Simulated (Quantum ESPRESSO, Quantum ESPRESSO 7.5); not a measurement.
# Work function and surface energy of Cu(111) against thickness

Wanted: a thickness series of Cu(111), driven from Python.

Program: Quantum ESPRESSO 7.5. Level of theory: plane-wave DFT, PBE, GBRV ultrasoft pseudopotentials. Values are calculated unless marked as measured.

The experiments to compare with:

“Anisotropic work function of elemental crystals” (2019, arxiv:1902.07811) quotes from earlier work for Cu (clean (111) face): work function (clean (111) face) 4.9 eV.

### Step 1. Starting point

The cell holds 8 atoms: 8 Cu. Cell: a = 2.553 Å, b = 2.553 Å, c = 29.590 Å, α = 90.0°, β = 90.0°, γ = 60.0°. It derives from Cu. Vacuum lies along c.

As a file:

```cif
data_structure
_symmetry_space_group_name_H-M 'P 1'
_symmetry_Int_Tables_number 1
_cell_length_a 2.5527
_cell_length_b 2.5527
_cell_length_c 29.5896
_cell_angle_alpha 90.000
_cell_angle_beta 90.000
_cell_angle_gamma 60.000
_cell_volume 166.98
loop_
_atom_site_label
_atom_site_type_symbol
_atom_site_fract_x
_atom_site_fract_y
_atom_site_fract_z
_atom_site_occupancy
Cu1 Cu 0.66667 0.66667 0.25347 1
Cu2 Cu 0.00000 0.00000 0.32391 1
Cu3 Cu 0.33333 0.33333 0.39434 1
Cu4 Cu 0.66667 0.66667 0.46478 1
Cu5 Cu 0.00000 0.00000 0.53522 1
Cu6 Cu 0.33333 0.33333 0.60566 1
Cu7 Cu 0.66667 0.66667 0.67609 1
Cu8 Cu 0.00000 0.00000 0.74653 1
```

### Step 2. Running the series

ASE writes the inputs, starts pw.x and reads the results. Under ESM bc1 the zero of energy of a symmetric slab is the vacuum, so the work function is minus the Fermi level.

run.py

```python
import json
import numpy as np
from ase.build import fcc111
from ase.calculators.espresso import Espresso, EspressoProfile

profile = EspressoProfile(command='mpirun -n 4 pw.x -nk 4', pseudo_dir='../pseudo')
pseudopotentials = {'Cu': 'cu_pbe_v1.2.uspp.F.UPF'}
system = {'ecutwfc': 40, 'ecutrho': 200, 'occupations': 'smearing', 'smearing': 'mv', 'degauss': 0.02}


def calculator(name, kpts, **extra):
    data = dict(control=dict(tprnfor=True, verbosity='high', disk_io='none'),
                system=system | extra,
                electrons=dict(conv_thr=1e-07, mixing_beta=0.4, mixing_mode='local-TF',
                               electron_maxstep=100))
    return Espresso(profile=profile, directory=name, pseudopotentials=pseudopotentials, kpts=kpts, input_data=data)


def centre(atoms):
    z = atoms.positions[:, 2]
    atoms.positions[:, 2] -= (z.max() + z.min()) / 2  # ESM wants the slab about z = 0
    return atoms


rows = []
for n in [3, 4, 5, 6, 7, 8]:
    slab = centre(fcc111('Cu', size=(1, 1, n), a=3.61, vacuum=7.5, periodic=True))
    slab.set_initial_magnetic_moments([0.0] * n)
    slab.calc = calculator(f'n{n}', (12, 12, 1), assume_isolated='esm', esm_bc='bc1')
    energy = slab.get_potential_energy()
    work = -slab.calc.get_fermi_level()
    force = slab.get_forces()[-1, 2]
    rows.append([n, energy, work, force])
    print(f'{n} layers: E = {energy:.5f} eV, work function {work:.3f} eV, force on the top atom {force:+.3f} eV/A')

n, energy = np.array(rows)[:, :2].T
slope, offset = np.polyfit(n[1:], energy[1:], 1)
area = np.linalg.norm(np.cross(*slab.cell[:2]))
gamma = offset / (2 * area) * 16.0218
print(f'bulk energy from the slope {slope:.5f} eV an atom; unrelaxed surface energy {gamma:.3f} J/m^2')
json.dump(dict(rows=rows, slope=slope, gamma=gamma), open('result.json', 'w'))
```

Started as:

```
$ OMP_NUM_THREADS=1 python run.py
```

Log:

```text
3 layers: E = -16480.25124 eV, work function 4.794 eV, force on the top atom -0.008 eV/A
4 layers: E = -21974.01764 eV, work function 4.790 eV, force on the top atom +0.013 eV/A
5 layers: E = -27467.72672 eV, work function 4.776 eV, force on the top atom +0.009 eV/A
6 layers: E = -32961.46888 eV, work function 4.745 eV, force on the top atom +0.012 eV/A
7 layers: E = -38455.20472 eV, work function 4.841 eV, force on the top atom +0.030 eV/A
8 layers: E = -43948.91888 eV, work function 4.794 eV, force on the top atom +0.025 eV/A
bulk energy from the slope -5493.72805 eV an atom; unrelaxed surface energy 1.279 J/m^2
```

Wall time 8 min (4 MPI ranks of Arm Neoverse V2, shared host); peak memory 0.7 GiB; 32 min of CPU time.

The input that ASE wrote for the first run, and its log:

```
&CONTROL
   verbosity        = 'high'
   tprnfor          = .true.
   disk_io          = 'none'
   pseudo_dir       = '../pseudo'
/
&SYSTEM
   ecutwfc          = 40
   ecutrho          = 200
   occupations      = 'smearing'
   degauss          = 0.02
   smearing         = 'mv'
   assume_isolated  = 'esm'
   esm_bc           = 'bc1'
   ntyp             = 1
   nat              = 3
   ibrav            = 0
/
&ELECTRONS
   electron_maxstep = 100
   conv_thr         = 1e-07
   mixing_mode      = 'local-TF'
   mixing_beta      = 0.4
/
&IONS
/
&CELL
/
&FCP
/
&RISM
/
ATOMIC_SPECIES
Cu 63.546 cu_pbe_v1.2.uspp.F.UPF

K_POINTS automatic
12 12 1  0 0 0

CELL_PARAMETERS angstrom
2.55265548008344 0.00000000000000 0.00000000000000
1.27632774004172 2.21066449286182 0.00000000000000
0.00000000000000 0.00000000000000 19.16846894354910

ATOMIC_POSITIONS angstrom
Cu 1.2763277400 0.7368881643 -2.0842344718  
Cu -0.0000000000 1.4737763286 0.0000000000  
Cu 0.0000000000 0.0000000000 2.0842344718
```

```text
Program PWSCF v.7.5 starts

     Parallel version (MPI & OpenMP), running on       4 processor cores
     Number of MPI processes:                 4
     Threads/MPI process:                     1

     MPI processes distributed on     1 nodes

Warning: card &CELL ignored
Warning: card &FCP ignored
Warning: card &RISM ignored

     Current dimensions of program PWSCF are:
     Max number of different atomic species (ntypx) = 10
     Max number of k-points (npk) =  40000
     Max angular momentum in pseudopotentials (lmaxx) =  4
     Message from routine setup:
     using ibrav=0 with symmetry is DISCOURAGED, use correct ibrav instead

     K-points division:     npool     =       4
     Subspace diagonalization in iterative solution of the eigenvalue problem:
     a serial algorithm will be used

     G-vector sticks info
     --------------------
     sticks:   dense  smooth     PW     G-vecs:    dense   smooth      PW
     Sum         313     253     85                34843    25021    4897

     Using Slab Decomposition

     bravais-lattice index     =            0
     lattice parameter (alat)  =       4.8238  a.u.
     unit-cell volume          =     729.9600 (a.u.)^3
     number of atoms/cell      =            3
     number of atomic types    =            1
     number of electrons       =        57.00
     number of Kohn-Sham states=           35
     kinetic-energy cutoff     =      40.0000  Ry
     charge density cutoff     =     200.0000  Ry
     scf convergence threshold =      1.0E-07
     mixing beta               =       0.4000
     number of iterations used =            8  local-TF  mixing
     Exchange-correlation= SLA  PW   PBE  PBE
                           (   1   4   3   4   0   0   0)

     Effective Screening Medium Method
     =================================
     Boundary Conditions: Vacuum-Slab-Vacuum
     total charge in unit cell        =   0.0000
     grid points for fit at edges     =        4

[... 10 lines left out ...]
     PseudoPot. # 1 for Cu read from file:
     ../pseudo/cu_pbe_v1.2.uspp.F.UPF
     Pseudo is Ultrasoft + core correction, Zval = 19.0
     Generated by new atomic code, or converted to UPF format
     Using radial grid of  867 points,  6 beta functions with:
                l(1) =   0
                l(2) =   0
                l(3) =   1
                l(4) =   1
                l(5) =   2
                l(6) =   2
     Q(r) pseudized with  8 coefficients,  rinner =    1.150   1.150   1.150
                                                       1.150   1.150

     atomic species   valence    mass     pseudopotential
     Cu               19.00    63.54600     Cu( 1.00)

     12 Sym. Ops., with inversion, found ( 6 have fractional translation)

                                    s                        frac. trans.

      isym =  1     identity

 cryst.   s( 1) = (     1          0          0      )
[... 444 lines left out ...]
    -7.7555  -7.7555  -7.6738  -7.4908  -7.4908  -7.3580  -7.3580  -6.8721
    -6.8721  -6.5463  -6.5463  -6.3362  -6.3362  -6.2935  -4.8839  -0.6188
    -0.0139   0.4767   2.4631

     occupation numbers
     1.0000   1.0000   1.0000   1.0000   1.0000   1.0000   1.0000   1.0000
     1.0000   1.0000   1.0000   1.0000   1.0000   1.0000   1.0000   1.0000
     1.0000   1.0000   1.0000   1.0000   1.0000   1.0000   1.0000   1.0000
     1.0000   1.0000   1.0000   1.0000   1.0000   1.0000   0.6423   0.0000
     0.0000   0.0000   0.0000

[... 216 lines left out ...]

     the Fermi energy is    -4.7943 ev

!    total energy              =   -1211.27623040 Ry
     estimated scf accuracy    <       0.00000009 Ry
     smearing contrib. (-TS)   =      -0.00107776 Ry
     internal energy E=F+TS    =   -1211.27515264 Ry

     The total energy is F=E-TS. E is the sum of the following terms:
     one-electron contribution =    6817.69132318 Ry
     hartree contribution      =   -3417.71367353 Ry
     xc contribution           =    -116.34147595 Ry
     ewald contribution        =   -4494.91132634 Ry

     convergence has been achieved in  25 iterations

     negative rho (up, down):  5.681E-05 0.000E+00

     Forces acting on atoms (cartesian axes, Ry/au):

     atom    1 type  1   force =     0.00000000    0.00000000    0.00029313
     atom    2 type  1   force =    -0.00000000    0.00000000    0.00000000
     atom    3 type  1   force =     0.00000000    0.00000000   -0.00029313
     The non-local contrib.  to forces
     atom    1 type  1   force =     0.00000000    0.00000000   -0.23468173
     atom    2 type  1   force =     0.00000000    0.00000000    0.00000000
     atom    3 type  1   force =     0.00000000    0.00000000    0.23468173
     The ionic contribution  to forces
     atom    1 type  1   force =     0.00000000    0.00000000 -448.46079031
     atom    2 type  1   force =    -0.00000000   -0.00000000   -0.00000000
     atom    3 type  1   force =    -0.00000000    0.00000000  448.46079031
     The local contribution  to forces
     atom    1 type  1   force =     0.00000003   -0.00000001  448.69534667
     atom    2 type  1   force =    -0.00000003   -0.00000002    0.00000926
     atom    3 type  1   force =    -0.00000003    0.00000001 -448.69532815
     The core correction contribution to forces
     atom    1 type  1   force =     0.00000000   -0.00000000    0.00025822
     atom    2 type  1   force =    -0.00000000   -0.00000000    0.00000000
     atom    3 type  1   force =    -0.00000000    0.00000000   -0.00025822
     The Hubbard contrib.    to forces
     atom    1 type  1   force =     0.00000000    0.00000000    0.00000000
     atom    2 type  1   force =     0.00000000    0.00000000    0.00000000
     atom    3 type  1   force =     0.00000000    0.00000000    0.00000000
     The SCF correction term to forces
     atom    1 type  1   force =     0.00000000   -0.00000000    0.00016934
     atom    2 type  1   force =    -0.00000000   -0.00000000   -0.00000022
     atom    3 type  1   force =     0.00000000   -0.00000000   -0.00016973

     Total force =     0.000415     Total SCF correction =     0.000240
     SCF correction compared to forces is large: reduce conv_thr to get better values
     Message from routine punch:
     Nothing written, as per user request (disk_io='none')

=------------------------------------------------------------------------------=
   JOB DONE.
=------------------------------------------------------------------------------=
```

This step gave:

- surface energy: 1.279 J/m²
- work function of the thickest slab: 4.794 eV

Work function against layers:

| layers | work function (eV) |
| --- | --- |
| 3.00 | 4.79 |
| 4.00 | 4.79 |
| 5.00 | 4.78 |
| 6.00 | 4.75 |
| 7.00 | 4.84 |
| 8.00 | 4.79 |

The force on the top atom along the normal by layers:

| layers | force on the top atom along the normal (eV/Å) |
| --- | --- |
| 3.00 | -0.00754 |
| 4.00 | 0.0127 |
| 5.00 | 0.00906 |
| 6.00 | 0.0120 |
| 7.00 | 0.0296 |
| 8.00 | 0.0252 |

Table of energy less the bulk line's slope by layers:

| layers | energy less the bulk line's slope (meV) |
| --- | --- |
| 3.00 | 933 |
| 4.00 | 895 |
| 5.00 | 914 |
| 6.00 | 899 |
| 7.00 | 892 |
| 8.00 | 905 |

### Step 3. Running the series: RPBE, GBRV ultrasoft

Level of this step: plane-wave DFT, RPBE, GBRV ultrasoft pseudopotentials made under PBE (Quantum ESPRESSO 7.5). input_dft overrides the functional of the files.

run.py, as its differences from the input of step 2:

```diff
@@ -7,3 +7,3 @@
 pseudopotentials = {'Cu': 'cu_pbe_v1.2.uspp.F.UPF'}
-system = {'ecutwfc': 40, 'ecutrho': 200, 'occupations': 'smearing', 'smearing': 'mv', 'degauss': 0.02}
+system = {'ecutwfc': 40, 'ecutrho': 200, 'input_dft': 'rpbe', 'occupations': 'smearing', 'smearing': 'mv', 'degauss': 0.02}
```

Started as:

```
$ OMP_NUM_THREADS=1 python run.py
```

Log:

```text
3 layers: E = -16483.54386 eV, work function 4.620 eV, force on the top atom +0.178 eV/A
4 layers: E = -21978.35457 eV, work function 4.618 eV, force on the top atom +0.183 eV/A
5 layers: E = -27473.10698 eV, work function 4.600 eV, force on the top atom +0.182 eV/A
6 layers: E = -32967.89303 eV, work function 4.571 eV, force on the top atom +0.186 eV/A
7 layers: E = -38462.67194 eV, work function 4.668 eV, force on the top atom +0.219 eV/A
8 layers: E = -43957.43015 eV, work function 4.620 eV, force on the top atom +0.194 eV/A
bulk energy from the slope -5494.77161 eV an atom; unrelaxed surface energy 1.048 J/m^2
```

Elapsed: 8.2 min, on 4 MPI ranks; peak memory 0.7 GiB; 33 min of CPU time.

Read from the output:

- surface energy: 1.048 J/m²
- work function of the thickest slab: 4.620 eV

The work function by layers:

| layers | work function (eV) |
| --- | --- |
| 3.00 | 4.62 |
| 4.00 | 4.62 |
| 5.00 | 4.60 |
| 6.00 | 4.57 |
| 7.00 | 4.67 |
| 8.00 | 4.62 |

Table of force on the top atom along the normal by layers:

| layers | force on the top atom along the normal (eV/Å) |
| --- | --- |
| 3.00 | 0.178 |
| 4.00 | 0.183 |
| 5.00 | 0.182 |
| 6.00 | 0.186 |
| 7.00 | 0.219 |
| 8.00 | 0.194 |

The energy less the bulk line's slope by layers:

| layers | energy less the bulk line's slope (meV) |
| --- | --- |
| 3.00 | 771 |
| 4.00 | 732 |
| 5.00 | 751 |
| 6.00 | 737 |
| 7.00 | 729 |
| 8.00 | 743 |

### Step 4. By hand

γ = (E_N − N e_bulk)/(2A). The excess of the thickest slab is 0.905 eV and A = 5.643 Å²: 0.905/(2 × 5.643) × 16.02 = 1.29 J/m² (1 eV/Å² = 16.02 J/m²); the fit's intercept gives 1.28.

### Step 5. Results

```json
{
 "work function of the thickest slab, PBE, GBRV ultrasoft": "4.79 eV",
 "unrelaxed surface energy, PBE, GBRV ultrasoft": "1.28 J/m²",
 "work function of the thickest slab, RPBE, GBRV ultrasoft (made under PBE)": "4.62 eV",
 "unrelaxed surface energy, RPBE, GBRV ultrasoft (made under PBE)": "1.05 J/m²"
}
```

The thickest slab gives a work function of 4.79 eV and the series an unrelaxed surface energy of 1.28 J/m² (PBE, GBRV ultrasoft). The work function swings by 0.10 eV over 3 to 8 layers and by 0.05 eV over the last step; confined states crossing the Fermi level and the finite mesh both contribute. From 3 layers on it stays within 0.1 eV. The top atom feels almost no force. The slabs are cut from the bulk at the tabulated lattice constant and not relaxed; the surface energy comes from a straight line through the energies of all but the thinnest slab.

Calculation against experiment:

| quantity | measured | PBE, GBRV | RPBE, GBRV (made under PBE) |
| --- | --- | --- | --- |
| work function (clean (111) face) (eV) | 4.9 | 4.79 (-0.11 eV) | 4.62 (-0.28 eV) |

Measured values from arxiv:1902.07811 (2019).

How well it matches: For the work function, of the levels listed nearest comes PBE, GBRV (-0.11 eV, good agreement) and farthest RPBE, GBRV (made under PBE) (-0.28 eV, fair agreement).

[Long decimals in the printed logs are rounded to 6 places.]

[Repeated lines of the later SCF iterations (solver, time, negative density, dipole) and banner, clock, host and MPI lines are left out of these logs without a mark at each place.]

[Logs are printed without paths, hosts, clocks, repeated set-up lines and the standing remarks that a program may print on its own settings, such as how far it seeks lower states.]

[Hosts, paths, dates, database ids (printed as entryN), source tags and the programs' standing remarks are cut or masked in the printed files.]

[Maps of the electrostatic potential energy from Ansatz leave out the sawtooth potential of an applied field or a dipole correction, so their vacuum need not be flat; planar profiles and work functions include it.]
